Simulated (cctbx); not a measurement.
# Finding the light atoms

Cell a = 6.2960 Å, b = 6.3270 Å, c = 18.6920 Å, α = 90.00°, β = 90.00°, γ = 90.00°; space group Cmme (no. 67); content Bi8 La8 Cr8 O8. The heavier atoms are placed; O is still missing.

The data are simulated with cctbx, not measured: Cu Kα, λ = 1.54184 Å, to d = 0.83 Å, 50 % of the full sphere, strongest reflection 5000 counts, noise from counting, a 2 % proportional error and a noise floor of 4 counts (s.d.); no absorption.

Refinement without O (map in e/Å³):

```text
Rint 0.040, 400 unique reflections to 0.83 A
cycle     R1     wR2    GooF  max shift (A)
   1  0.1142  0.2478   5.543   0.02699
   2  0.0495  0.1105   2.471   0.00017
final R1 0.0495 wR2 0.1105 GooF 2.471  parameters 10  data/parameter 40.0
atom        x        y        z      Ueq    occ   su(xyz)  su(Uiso or U11)
Bi1    0.50000  0.25000  0.08495   0.0058  1.000  0.00022  0.0009
Bi2    0.50000  0.25000  0.58679   0.0060  1.000  0.00022  0.0009
La1    0.50000  0.25000  0.81395   0.0081  1.000  0.00032  0.0015
La2    0.50000  0.25000  0.31668   0.0073  1.000  0.00031  0.0015
Cr1    0.75000  0.00000  0.50000   0.0068  1.000  0.00000  0.0031
Cr2    0.75000  0.00000  0.00000   0.0149  1.000  0.00000  0.0036
difference map: max 15.19 min -2.86 rms 0.92
Q1    0.2500  0.0000  0.2499    8   15.80  2.53 A from La1
Q2    0.0000  0.2500  0.1757    4    3.39  0.19 A from La1
Q3    0.0000  0.2500  0.9222    4    3.17  0.13 A from Bi1
Q4    0.0000  0.2500  0.3464    4    2.63  1.25 A from Bi2
Q5    0.0000  0.2500  0.9893    4    2.44  1.39 A from Bi1
Q6    0.0000  0.0509  0.1973    8    2.41  1.28 A from La1
Q7    0.0000  0.0386  0.2684    8    2.15  2.04 A from La2
Q8    0.2078  0.2500  0.6295    8    1.94  1.65 A from La2
```

The data are simulated with cctbx, not measured: neutrons of λ = 0.95 Å, to d = 0.7 Å, 50 % of the full sphere, strongest reflection 5000 counts, noise from counting, a 2 % proportional error and a noise floor of 4 counts (s.d.); no absorption.

Refinement without O (map in fm/Å³; only maxima are listed):

```text
Rint 0.035, 649 unique reflections to 0.70 A
cycle     R1     wR2    GooF  max shift (A)
   1  0.4623  0.7814  18.022   0.01407
   8  0.4073  0.7076  16.318   0.00000
final R1 0.4088 wR2 0.7138 GooF 16.461  parameters 10  data/parameter 64.9
atom        x        y        z      Ueq    occ   su(xyz)  su(Uiso or U11)
Bi1    0.50000  0.25000  0.08424   0.0020  1.000  0.00115  0.0034
Bi2    0.50000  0.25000  0.58666   0.0030  1.000  0.00112  0.0035
La1    0.50000  0.25000  0.81373   0.0037  1.000  0.00104  0.0041
La2    0.50000  0.25000  0.31628   0.0032  1.000  0.00109  0.0040
Cr1    0.75000  0.00000  0.50000   0.0032  1.000  0.00000  0.0067
Cr2    0.75000  0.00000  0.00000   0.0187  1.000  0.00000  0.0106
difference map: max 53.77 min -19.89 rms 2.47
Q1    0.2500  0.0000  0.2493    8   53.83  2.52 A from La1
Q2    0.0000  0.2500  0.4143    4   33.10  0.02 A from Bi2
Q3    0.0000  0.2500  0.1819    4   32.72  0.08 A from La1
Q4    0.0000  0.2500  0.9141    4   32.52  0.03 A from Bi1
Q5    0.0000  0.2500  0.6795    4   32.13  0.08 A from La2
Q6    0.2500  0.0000  0.0000    4   19.27  0.00 A from Cr2
Q7    0.2500  0.0000  0.5000    4   17.83  0.00 A from Cr1
Q8    0.0000  0.2500  0.1306    4    9.25  1.04 A from La1
```

**Question.** Where is O, and which data fix it better?

O sits at (3/4, 0, 0.7513). Adding it takes R1 from 0.050 to 0.017 with X-rays and from 0.409 to 0.019 with neutrons. Its largest coordinate s.u. is 0.00143 with X-rays and 0.00006 with neutrons, so neutrons fix it better in these data. In the X-ray map Q1 marks it. In the neutron map Q1 marks it.

Final neutron refinement:

```text
Rint 0.035, 649 unique reflections to 0.70 A
cycle     R1     wR2    GooF  max shift (A)
   1  0.1401  0.2863   6.612   0.02353
   2  0.0187  0.0414   0.956   0.00008
final R1 0.0187 wR2 0.0414 GooF 0.956  parameters 12  data/parameter 54.1
atom        x        y        z      Ueq    occ   su(xyz)  su(Uiso or U11)
Bi1    0.50000  0.25000  0.08496   0.0068  1.000  0.00005  0.0001
Bi2    0.50000  0.25000  0.58677   0.0069  1.000  0.00005  0.0001
La1    0.50000  0.25000  0.81401   0.0087  1.000  0.00004  0.0002
La2    0.50000  0.25000  0.31668   0.0078  1.000  0.00005  0.0002
Cr1    0.75000  0.00000  0.50000   0.0105  1.000  0.00000  0.0004
Cr2    0.75000  0.00000  0.00000   0.0141  1.000  0.00000  0.0004
O1     0.75000  0.00000  0.75127   0.0147  1.000  0.00006  0.0001
difference map: max 0.95 min -0.95 rms 0.16
Q1    0.0000  0.2500  0.4303    4    1.00  0.32 A from Bi2
Q2    0.0000  0.2500  0.6105    4    0.76  1.36 A from La2
Q3    0.2500  0.0000  0.3121    8    0.71  1.19 A from O1
Q4    0.1412  0.2500  0.5913    8    0.63  1.94 A from La2
Q5    0.0000  0.0936  0.6369    8    0.62  1.32 A from La2
Q6    0.1548  0.2500  0.8769    8    0.61  1.21 A from Bi1
```

The model is made up (kin elements in a known structure type, no relaxation), so it says nothing on whether the phase exists.

[Middle refinement cycles are left out of these outputs.]

[Logs are printed without paths, hosts, clocks, repeated set-up lines and the standing remarks that a program may print on its own settings, such as how far it seeks lower states.]
